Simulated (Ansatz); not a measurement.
# TaAgS3 (model cell, started as cubic perovskite with Ta in the octahedra): following an unstable mode, part 2 of 2

Aim: this structure of TaAgS3 (model cell, started as cubic perovskite with Ta in the octahedra) is to be tested for unstable modes, and one is followed downhill.

Ansatz 0.2.0; DFT PBE, scalar-relativistic, plane waves, PAW.

So far, highest frequency on the path or at a solved wavevector (cm⁻¹): step 2 (response at finite wavevector) 502. Also lowest frequency on the path (cm⁻¹): step 2 -181.

The structure was built from a prototype and need not be the compound's stable phase.

## Step 6: Relaxing from the distorted cell

Starting from the lowest point found, all atoms and the cell are let go, so that strain and other modes of the same symmetry can join in.

Input file input.yaml:

```yaml
crystal:
  lattice:
    - [4.8116307016, 4.8116307016, 0.0]
    - [4.8116307016, 0.0, 4.8116307016]
    - [4.8116307016, 0.0, -4.8116307016]
  atoms:
    - { symbol: Ag, position: [0.0, 0.5, 0.5] }
    - { symbol: Ag, position: [0.0, 0.0, 0.0] }
    - { symbol: Ta, position: [0.5, 0.25, 0.75] }
    - { symbol: Ta, position: [0.5, 0.75, 0.25] }
    - { symbol: S, position: [0.5, -0.0623489246, 0.9376510754] }
    - { symbol: S, position: [0.5, 0.5623489246, 0.5623489246] }
    - { symbol: S, position: [0.0, 0.0, 0.5] }
    - { symbol: S, position: [0.0, 0.5, 1.0] }
    - { symbol: S, position: [0.5, 0.4376510754, 1.0623489246] }
    - { symbol: S, position: [0.5, 0.0623489246, 0.4376510754] }
kpoints:
  mp_grid: { grid: [8, 8, 8] }
hamiltonian:
  xc: pbe
scf:
  occupations: { method: methfessel_paxton, width: 0.2 }
output:
  forces: true
  stress: true
  eigenvalues: true
relax:
  adjacent_minimum: "off"
  f_tol: 0.002
  max_steps: 120
  cell: { stress_tol: 0.03 }
```

Launch:

```bash
ansatz run input.yaml --threads 8 --pin off --max-ram 14336MiB --backend cpu --events-out ev --progress --plain --runs-dir out
```

Numbers of over 12 decimals in the logs are rounded to 6 here.

Log:

```text
[...]
Crystal: 10 atoms, lattice volume = 222.796 Å³
Basis set: ecut = 420 eV, 4285 PW (Γ), exchange–correlation on 96×96×96 points (8 copies of the dense FFT grid, shifted against one another)
Bands: 60, of which v1, the nominal top of the filled ones, is band 50 counted from 1 (49 counted from 0)
Symmetry: 16 space group operations
[...]
k-points: 59 of 512
[...]
SCF iter   1: F=—  HF=-40461.769336 eV  |F-HF|=—  |Δ(HF+E_count)|=         —  Δρ=3.06e-3  dr2=3.01e-2  ethr=1.77e-3  ⟨swp⟩=5.8  Hψ=12564  notcnv=0
[...]
SCF iter   8: F=-40461.766572 eV  HF=-40461.766572 eV  |F-HF|=4.93e-9  |Δ(HF+E_count)|=   7.47e-8  S|Δr|=    0.00e0  Δρ=1.46e-6  dr2=7.99e-9  ethr=1.00e-10  ⟨swp⟩=8.6  Hψ=12945  notcnv=0
SCF 1 converged in 8 iterations: F = -40461.766572 eV  dr2 = 7.99e-9
[...]
relax step   1: F+E_penalty+E_count = -40461.76657207 eV  Δ(F+E_penalty+E_count) = +0.000e0 eV  max|allowed force component| = 5.064e-1 eV/Å  Δτ_max = 0.0000 Å  P = -4.241 GPa  Ω = 222.796 Å³  (8 SCF iters, dr2 threshold 1.00e-7 eV, accepted)
Crystal: 10 atoms, lattice volume = 205.683 Å³
Basis set: ecut = 420 eV, 3983 PW (Γ), exchange–correlation on 96×96×96 points (8 copies of the dense FFT grid, shifted against one another)
[...]
SCF iter   7: F=-40462.288900 eV  HF=-40462.288900 eV  |F-HF|=1.50e-7  |Δ(HF+E_count)|=   2.79e-6  S|Δr|=    0.00e0  Δρ=7.52e-6  dr2=1.47e-7  ethr=1.00e-9  ⟨swp⟩=6.6  Hψ=13964  notcnv=0
SCF 2 converged in 7 iterations: F = -40462.288900 eV  dr2 = 1.47e-7
relax step   2: F+E_penalty+E_count = -40462.28890015 eV  Δ(F+E_penalty+E_count) = -5.223e-1 eV  max|allowed force component| = 1.984e-1 eV/Å  Δτ_max = 0.1950 Å  P = +0.264 GPa  Ω = 205.683 Å³  energy of the carried Pulay correction = +2.989e-3 eV  (7 SCF iters, dr2 threshold 1.00e-6 eV, accepted)
Crystal: 10 atoms, lattice volume = 204.508 Å³
Basis set: ecut = 420 eV, 3951 PW (Γ), exchange–correlation on 96×96×96 points (8 copies of the dense FFT grid, shifted against one another)
[...]
SCF iter   6: F=-40462.299899 eV  HF=-40462.299899 eV  |F-HF|=5.45e-8  |Δ(HF+E_count)|=   4.72e-7  S|Δr|=    0.00e0  Δρ=9.50e-6  dr2=3.18e-7  ethr=1.00e-9  ⟨swp⟩=5.6  Hψ=13655  notcnv=0
SCF 3 converged in 6 iterations: F = -40462.299899 eV  dr2 = 3.18e-7
relax step   3: F+E_penalty+E_count = -40462.29989852 eV  Δ(F+E_penalty+E_count) = -1.100e-2 eV  max|allowed force component| = 9.638e-2 eV/Å  Δτ_max = 0.0614 Å  P = +0.069 GPa  Ω = 204.508 Å³  energy of the carried Pulay correction = +3.203e-3 eV  (6 SCF iters, dr2 threshold 1.00e-6 eV, accepted)
[...]
relax step   4: F+E_penalty+E_count = -40462.30408205 eV  Δ(F+E_penalty+E_count) = -4.184e-3 eV  max|allowed force component| = 7.582e-3 eV/Å  Δτ_max = 0.0225 Å  P = -0.014 GPa  Ω = 205.287 Å³  energy of the carried Pulay correction = +3.061e-3 eV  (6 SCF iters, dr2 threshold 5.81e-7 eV, accepted)
[...]
relax step   5: F+E_penalty+E_count = -40462.30416142 eV  Δ(F+E_penalty+E_count) = -7.936e-5 eV  max|allowed force component| = 2.633e-3 eV/Å  Δτ_max = 0.0003 Å  P = -0.035 GPa  Ω = 205.350 Å³  energy of the carried Pulay correction = +3.049e-3 eV  (4 SCF iters, dr2 threshold 4.99e-8 eV, accepted)
[...]
relax step   6: F+E_penalty+E_count = -40462.30420394 eV  Δ(F+E_penalty+E_count) = -4.252e-5 eV  max|allowed force component| = 1.462e-4 eV/Å  Δτ_max = 0.0004 Å  P = +0.003 GPa  Ω = 205.281 Å³  energy of the carried Pulay correction = +3.062e-3 eV  (5 SCF iters, dr2 threshold 2.19e-8 eV, accepted)
Basis set: ecut = 420 eV, 3967 PW (Γ), exchange–correlation on 90×90×90 points (8 copies of the dense FFT grid, shifted against one another)
[...]
SCF iter   6: F=-40462.301333 eV  HF=-40462.301333 eV  |F-HF|=7.28e-12  |Δ(HF+E_count)|=  1.46e-11  S|Δr|=    0.00e0  Δρ=6.70e-8  dr2=1.32e-11  ethr=1.00e-12  ⟨swp⟩=4.5  Hψ=11712  notcnv=0
SCF 7 converged in 6 iterations: F = -40462.301333 eV  dr2 = 1.32e-11
relax step   7: F+E_penalty+E_count = -40462.30133278 eV  Δ(F+E_penalty+E_count) = +2.871e-3 eV  max|allowed force component| = 1.914e-4 eV/Å  Δτ_max = 0.0000 Å  P = -0.001 GPa  Ω = 205.281 Å³  stress off target by 2.37e-3 GPa  SCF on the basis re-selected at this cell (its energy is not comparable with the rows above)  (6 SCF iters)
basis re-selected at this cell: Δ(F+E_penalty+E_count) = +2.871e-3 eV, ΔP = -0.004 GPa vs the last step (what re-selecting the basis moved, of the pressure what is left beyond the Pulay correction that the steps carried, after the strain that the cell walked since its last selection, with what the two solves' SCF thresholds leave and, on support functions, any second-order correction that the steps lacked; it is no measure of the basis error at this ecutwfc). The dense FFT grid was sized anew with the basis: this SCF ran on 45×45×45 points, the steps before it on 48×48×48, so part of this shift can come from that change (see relax.cell in the input reference). [rest of the remark cut]
SCF converged after 6 iterations
[...]
Free energy (F): -40462.301333 eV
[...]
Internal energy: -40462.307412 eV  (E = F + TS)
E sigma→0 (E₀):  -40462.302853 eV
Entropy (-TS):   0.006079 eV (0.608 meV/atom)
Fermi energy:    9.190483 eV
[...]
--- Forces (eV/Å), atoms counted from 1 ---
  atom   1  Ag     0.00000000     0.00000000     0.00000000
  atom   2  Ag     0.00000000     0.00000000     0.00000000
  atom   3  Ta    -0.00000000     0.00000000    -0.00000000
  atom   4  Ta    -0.00000000     0.00000000     0.00000000
  atom   5  S     -0.00019137     0.00000000     0.00000000
  atom   6  S      0.00019137     0.00000000     0.00000000
  atom   7  S      0.00000000     0.00000000     0.00000000
  atom   8  S      0.00000000     0.00000000     0.00000000
  atom   9  S      0.00000000     0.00000000    -0.00019137
  atom  10  S      0.00000000     0.00000000     0.00019137
  max |Σ_I F_I| component: 0.00e0 eV/Å
--- Stress (GPa, compression-positive) ---
       -0.002372       0.000000       0.000000
        0.000000       0.001791       0.000000
        0.000000       0.000000      -0.002372
  P = ⅓ Tr σ = -0.0010 GPa (-0.010 kbar)
--- Band table (eV; the first three rows and the last of 59) ---
  k-point 0: bands = [... 46 lower, 8.6664, 8.6664, 9.0979, 9.0979, 9.3662, 9.6981, 9.6981, 10.0110, ... 6 higher]
  k-point 1: bands = [... 46 lower, 8.5499, 8.7753, 8.8860, 8.9193, 9.6584, 9.6794, 9.7734, 10.3177, ... 6 higher]
  k-point 2: bands = [... 46 lower, 8.0724, 8.5774, 8.9294, 9.0579, 9.6668, 9.7339, 10.2078, 10.7957, ... 6 higher]
  k-point 58: bands = [... 46 lower, 7.5746, 7.5746, 9.0993, 9.0993, 9.3312, 10.0241, 11.0050, 11.0050, ... 6 higher]
--- Relaxed structure (6 steps of the walk, 6 accepted, 1 SCFs on fresh bases) ---
  F+E_penalty+E_count = -40462.30133278 eV   max|allowed force component| = 1.914e-4 eV/Å   (the final SCF, on the basis selected at the relaxed cell)
  cell:  # Å, volume = 205.2808 Å³
    - [4.649395, 4.748160, 0]
    - [4.649395, 0.0, 4.649395]
    - [4.649395, 0.0, -4.649395]
  atoms:
    - { symbol: Ag, position: [0, 0.5, 0.5] }
    - { symbol: Ag, position: [0, 6.128961452049798e-19, 6.128961452049798e-19] }
    - { symbol: Ta, position: [0.5, 0.25, 0.75] }
    - { symbol: Ta, position: [0.5, 0.750000, 0.250000] }
    - { symbol: S, position: [0.5, -0.086733, 0.913267] }
    - { symbol: S, position: [0.5, 0.586733, 0.586733] }
    - { symbol: S, position: [0, 0.0, 0.5] }
    - { symbol: S, position: [0, 0.5, 1.0] }
    - { symbol: S, position: [0.5, 0.413267, 1.086733] }
    - { symbol: S, position: [0.5, 0.086733, 0.413267] }
```

The job ended after 73 s (8 threads of Arm Neoverse N1, shared host; peak memory 1.3 GiB; 9.5 min of CPU time).

Relaxation path:

| step | energy less that of the first step (eV) | largest force component (eV/Å) | pressure (GPa) | volume (Å³) |
| --- | --- | --- | --- | --- |
| 1 | 0.0000 | 0.5064 | -4.24 | 222.80 |
| 2 | -0.5223 | 0.1984 | 0.26 | 205.68 |
| 3 | -0.5333 | 0.0964 | 0.07 | 204.51 |
| 4 | -0.5375 | 0.0076 | -0.01 | 205.29 |
| 5 | -0.5376 | 0.0026 | -0.04 | 205.35 |
| 6 | -0.5376 | 0.0001 | 0.00 | 205.28 |
| 7* | -0.5348 | 0.0002 | 0.00 | 205.28 |

Relaxation steps marked * repeat the geometry before them on a plane-wave basis chosen anew for their cell, so energy and pressure can jump there.

The run keeps the 16 symmetry operations that it works with, so distortions that break them were not tested.

| conventional cell, symmetrised | before | after | change |
| --- | --- | --- | --- |
| a (Å) | 6.805 | 6.575 | -3.4 % |
| b (Å) | 6.805 | 6.575 | -3.4 % |
| c (Å) | 9.623 | 9.496 | -1.3 % |
| volume (Å³/atom) | 22.28 | 20.53 | -7.9 % |

The atoms that moved most (Å, as changes of fractional coordinates times the final cell):

| atom | dx | dy | dz | length |
| --- | --- | --- | --- | --- |
| S6 | 0.227 | 0.000 | 0.000 | 0.227 |
| S9 | 0.000 | 0.000 | -0.227 | 0.227 |
| S10 | 0.000 | 0.000 | 0.227 | 0.227 |
| S5 | -0.227 | 0.000 | 0.000 | 0.227 |

This step gave:

| Quantity | Value |
| --- | --- |
| pressure | -9.84e-4 GPa |
| volume per atom | 20.53 Å³ |

The distorted start has space group I4/mcm; the relaxation ends in I4/mcm.

## Step 7: The new phase in its own primitive cell

The relaxed structure is symmetrised, reduced to its primitive cell and relaxed tightly, as its phonons need.

Input file input.yaml:

```yaml
crystal:
  lattice:
    - [-3.2876189747, 3.2876189747, 4.748160127]
    - [3.2876189747, -3.2876189747, 4.748160127]
    - [3.2876189747, 3.2876189747, -4.748160127]
  atoms:
    - { symbol: Ag, position: [0.25, 0.75, 0.5] }
    - { symbol: Ag, position: [0.75, 0.25, 0.5] }
    - { symbol: Ta, position: [0.0, 0.0, 0.0] }
    - { symbol: Ta, position: [0.5, 0.5, 0.0] }
    - { symbol: S, position: [0.8367333255, 0.3367333255, 0.1734666509] }
    - { symbol: S, position: [0.1632666745, 0.6632666745, 0.8265333491] }
    - { symbol: S, position: [0.25, 0.25, 0.0] }
    - { symbol: S, position: [0.75, 0.75, 0.0] }
    - { symbol: S, position: [0.6632666745, 0.8367333255, 0.5] }
    - { symbol: S, position: [0.3367333255, 0.1632666745, 0.5] }
kpoints:
  mp_grid: { grid: [8, 8, 8] }
hamiltonian:
  xc: pbe
scf:
  occupations: { method: methfessel_paxton, width: 0.2 }
output:
  forces: true
  stress: true
  eigenvalues: true
relax:
  adjacent_minimum: "off"
  f_tol: 0.001
  max_steps: 60
  cell: { stress_tol: 0.01 }
```

Log:

```text
[...]
Crystal: 10 atoms, lattice volume = 205.281 Å³
Basis set: ecut = 420 eV, 3967 PW (Γ), exchange–correlation on 90×90×90 points (8 copies of the dense FFT grid, shifted against one another)
Bands: 60, of which v1, the nominal top of the filled ones, is band 50 counted from 1 (49 counted from 0)
Symmetry: 16 space group operations
[...]
k-points: 59 of 512
[...]
- { symbol: Ta, position: [0.0, 0.0, 0.0] }
    - { symbol: Ta, position: [0.5, 0.5, 0.0] }
    - { symbol: S, position: [0.836733325475, 0.336733325475, 0.173467] }
    - { symbol: S, position: [0.163267, 0.663267, 0.826533] }
    - { symbol: S, position: [0.25, 0.25, 0.0] }
    - { symbol: S, position: [0.75, 0.75, 0.0] }
    - { symbol: S, position: [0.663267, 0.836733325475, 0.5] }
    - { symbol: S, position: [0.336733325475, 0.163266674525, 0.5] }
[key lines of the parts left out:]
SCF converged after 7 iterations
Free energy (F): -40462.301333 eV
Fermi energy:    9.190483 eV
P = ⅓ Tr σ = -0.0010 GPa (-0.010 kbar)
```

The job ended after 23 s (8 threads; peak memory 1.2 GiB).

Little changed from the start: no atom moved by 0.005 Å and no cell edge by 0.1 %.

Numbers from this step:

```
pressure : -9.81e-4 GPa
```

The largest force component left is 0.14 meV/Å and the pressure is -0.001 GPa, within the tolerances set. The cell now holds 20.53 Å³/atom.

## Step 8: Modes of the new phase

A relaxed structure may still be a saddle point, so its zone-centre modes are computed. No field response is asked, since the mesh shows no gap.

input.yaml, as its differences from that of step 7:

```diff
@@ -10,4 +10,4 @@
     - { symbol: Ta, position: [0.5, 0.5, 0.0] }
-    - { symbol: S, position: [0.8367333255, 0.3367333255, 0.1734666509] }
-    - { symbol: S, position: [0.1632666745, 0.6632666745, 0.8265333491] }
+    - { symbol: S, position: [0.8367333255, 0.3367333255, 0.173466651] }
+    - { symbol: S, position: [0.1632666745, 0.6632666745, 0.826533349] }
     - { symbol: S, position: [0.25, 0.25, 0.0] }
@@ -23,9 +23,4 @@
 output:
-  forces: true
-  stress: true
   eigenvalues: true
-relax:
-  adjacent_minimum: "off"
-  f_tol: 0.001
-  max_steps: 60
-  cell: { stress_tol: 0.01 }
+phonons:
+  method: dfpt
```

Log:

```text
[...]
Crystal: 10 atoms, lattice volume = 205.281 Å³
Basis set: ecut = 420 eV, 3967 PW (Γ), exchange–correlation on 96×96×96 points (8 copies of the dense FFT grid, shifted against one another)
Bands: 60, of which v1, the nominal top of the filled ones, is band 50 counted from 1 (49 counted from 0)
Symmetry: 16 space group operations
k-points: 260 of 512 (irreducible under 1 space group operation, time reversal used)
[...]
SCF iter   1: F=—  HF=-40462.314431 eV  |F-HF|=—  |Δ(HF+E_count)|=         —  Δρ=4.64e-3  dr2=7.84e-2  ethr=1.77e-3  ⟨swp⟩=5.8  Hψ=55684  notcnv=0
[...]
SCF iter  11: F=-40462.301333 eV  HF=-40462.301333 eV  |F-HF|=0.00e0  |Δ(HF+E_count)|=  2.91e-11  S|Δr|=    0.00e0  Δρ=2.98e-8  dr2=2.19e-12  ethr=1.00e-12  ⟨swp⟩=10.6  Hψ=72415  notcnv=0
SCF 1 converged in 11 iterations: F = -40462.301333 eV  dr2 = 2.19e-12
[...]
DFPT response loops at Γ: preconditioner auto → Kerker (q_TF=auto, 2.420 Å⁻¹) (partly filled bands, converged f_vac=0.005); β = 1.00, the filter's whole step (`scf.mixing.beta` (0.50) is not read by the response loops under this deck's `scf.mixing.preconditioner`; to damp them name `kerker` or `kerker_dos`, under which they read `scf.mixing.beta`, and type it under 1.00, their step now; both keys bind the ground state too); Broyden in place of MSR1
SCF converged after 11 iterations
[...]
Free energy (F): -40462.301333 eV
[...]
Internal energy: -40462.307412 eV  (E = F + TS)
E sigma→0 (E₀):  -40462.302853 eV
Entropy (-TS):   0.006079 eV (0.608 meV/atom)
Fermi energy:    9.190483 eV
[...]
--- Band table (eV; the first three rows and the last of 260) ---
  k-point 0: bands = [... 46 lower, 8.6664, 8.6664, 9.0979, 9.0979, 9.3662, 9.6981, 9.6981, 10.0110, ... 6 higher]
  k-point 1: bands = [... 46 lower, 8.5331, 8.5458, 8.6560, 8.9637, 9.5485, 9.7323, 10.0745, 10.3382, ... 6 higher]
  k-point 2: bands = [... 46 lower, 8.2647, 8.3011, 8.5622, 9.1388, 9.2249, 9.9470, 10.4552, 10.8049, ... 6 higher]
  k-point 259: bands = [... 46 lower, 7.5746, 7.5746, 9.0993, 9.0993, 9.3312, 10.0241, 11.0050, 11.0050, ... 6 higher]
--- Phonons (Γ-DFPT): 8 representative perturbations + reference, on 260 of 512 k-points (Σ response iterations 26) ---
  k mesh reduced under 1 symmetry operation, with k and −k counted as one. Each operation leaves every solved perturbation unchanged. A smaller set is not used because it would not reduce the number of displacements times k-points to solve
  ASR residual: 1.677e-4 → 0.000e0 eV/Å²; symmetrization residual: 1.494e-5 eV/Å²
  ASR residual per site (eV/Å²): 2.26e-5 2.26e-5 1.59e-4 1.59e-4 1.14e-4 1.14e-4 1.68e-4 1.68e-4 1.14e-4 1.14e-4
  Γ frequencies (cm⁻¹): -115.41 -115.41 -76.06 -76.06 -59.62 -19.74 -19.74 0.00 0.00 0.00 17.17 17.17 45.43 49.93 108.80 108.80 134.14 141.73 141.73 175.41 179.29 200.08 200.08 218.85 246.91 263.31 263.31 311.71 345.52 466.38
  non-analytic LO–TO correction: not included (Born effective charges unavailable; polar crystals: no LO–TO splitting at Γ)
```

It took 15 min on 8 threads; peak memory 8 GiB.

This step gave:

* sum-rule residual before enforcement: 1.68e-4 eV/Å²
* point group: 4/mmm
* highest optical mode at the zone centre (no LO-TO term): 466.4 cm⁻¹
* lowest optical zone-centre mode: -115.4 cm⁻¹

Patterns of degenerate modes are one choice out of their space. The modes at Γ (shares of kinetic energy by element, %) (negative means imaginary):

| mode | frequency (cm⁻¹) | symmetry | Ag % | Ta % | S % |
| --- | --- | --- | --- | --- | --- |
| 1 | -115.4 | Eg | 0 | 0 | 100 |
| 2 | -115.4 | Eg | 0 | 0 | 100 |
| 3 | -76.1 | Eu | 3 | 25 | 73 |
| 4 | -76.1 | Eu | 3 | 25 | 73 |
| 5 | -59.6 | A2u | 0 | 36 | 64 |
| 6 | -19.7 | Eu | 67 | 25 | 9 |
| 7 | -19.7 | Eu | 67 | 25 | 9 |
| 8 | 0.0 | acoustic | 28 | 47 | 25 |
| 9 | 0.0 | acoustic | 28 | 47 | 25 |
| 10 | 0.0 | acoustic | 28 | 47 | 25 |
| 11 | 17.2 | Eg | 100 | 0 | 0 |
| 12 | 17.2 | Eg | 100 | 0 | 0 |
| 13 | 45.4 | B2g | 99 | 0 | 1 |
| 14 | 49.9 | A2u | 71 | 14 | 14 |
| 15 | 108.8 | Eu | 0 | 16 | 83 |
| 16 | 108.8 | Eu | 0 | 16 | 83 |
| 17 | 134.1 | B1u | 0 | 0 | 100 |
| 18 | 141.7 | Eu | 3 | 87 | 11 |
| 19 | 141.7 | Eu | 3 | 87 | 11 |
| 20 | 175.4 | A2g | 0 | 0 | 100 |
| 21 | 179.3 | A1u | 0 | 100 | 0 |
| 22 | 200.1 | Eg | 0 | 0 | 100 |
| 23 | 200.1 | Eg | 0 | 0 | 100 |
| 24 | 218.8 | A1g | 0 | 0 | 100 |
| 25 | 246.9 | B2g | 1 | 0 | 99 |
| 26 | 263.3 | Eu | 0 | 1 | 99 |
| 27 | 263.3 | Eu | 0 | 1 | 99 |
| 28 | 311.7 | B1g | 0 | 0 | 100 |
| 29 | 345.5 | A2u | 0 | 3 | 97 |
| 30 | 466.4 | A2g | 0 | 0 | 100 |

Displacements in mode 1 (-115.4 cm⁻¹), the largest set to 1:
```
Ag1  0.00  0.00  0.00
Ag2  0.00  0.00  0.00
Ta3  0.00  0.00  0.00
Ta4  0.00  0.00  0.00
S5   0.00  0.00  0.73
S6   0.00  0.00 -0.73
S7  -1.00  0.00  0.00
S8   1.00  0.00  0.00
S9   0.00  0.00 -0.73
S10  0.00  0.00  0.73
```

Displacements in mode 30 (466.4 cm⁻¹), the largest set to 1:
```
Ag1  0.00  0.00  0.00
Ag2  0.00  0.00  0.00
Ta3  0.00  0.00  0.00
Ta4  0.00  0.00  0.00
S5   0.54 -0.54  0.00
S6  -0.54  0.54  0.00
S7   0.00  0.00  1.00
S8   0.00  0.00 -1.00
S9  -0.54 -0.54  0.00
S10  0.54  0.54  0.00
```

Before it was imposed, the acoustic sum rule was missed by 1.7e-4 eV/Å². Small misses are needed for a sound result but don't prove that mesh and cutoff are converged. The lowest optical mode is imaginary, 115.4i cm⁻¹, so the energy falls along it.

## Step 9: Results

| Property | Result |
| --- | --- |
| unstable mode of the parent | q = (-0.5, -0.5, -0.5), 174i cm⁻¹ |
| depth at the lowest point sampled | 132 meV/atom |
| largest atomic shift at that point | 0.6 Å |
| space group reached (within 0.01 Å) | I4/mcm |
| energy gained over the parent (first relaxation, on the mesh of the frozen mode) | 185 meV/atom |
| volume per atom, phase reached | 20.5 Å³ |
| lowest optical zone-centre mode, phase reached | -115 cm⁻¹ |
| highest optical mode at the zone centre (no LO-TO term), phase reached | 466 cm⁻¹ |

**Reading.** Along this mode the structure falls into I4/mcm, 185 meV/atom below the parent. At the parent's cell the well is 131.8 meV/atom deep on the steps tried, with its lowest point at a shift of 0.6 Å. That is the last step tried, so the steps alone don't bracket the bottom of the well. Relaxing atoms and cell changes the gain by +53.55 meV/atom against the lowest step (energies at zero smearing). The new phase still has an imaginary mode at the zone centre of its cell, so it is a saddle point on the way to a lower structure. Of the 6 patterns followed to their end from this parent, this one ends 97.9 meV/atom above the lowest, Imma. Each path keeps the symmetry of its pattern, so a lower phase may lie along a pattern not tried. With no gap, or one that is small against the smearing, the frequencies hang on the k mesh and the smearing, most of all near Kohn anomalies. A semilocal functional can close a gap that the real compound would have, so the metallic treatment may be an artefact of the level. Spin-orbit coupling is left out, which can matter for the heavy elements here. The starting cell was built on a prototype and not taken from a measurement, so the phase need not exist.

[Logs are printed without paths, hosts, clocks, repeated set-up lines and the standing remarks that a program may print on its own settings, such as how far it seeks lower states.]

[Hosts, paths, dates, database ids (printed as entryN), source tags and the programs' standing remarks are cut or masked in the printed files.]
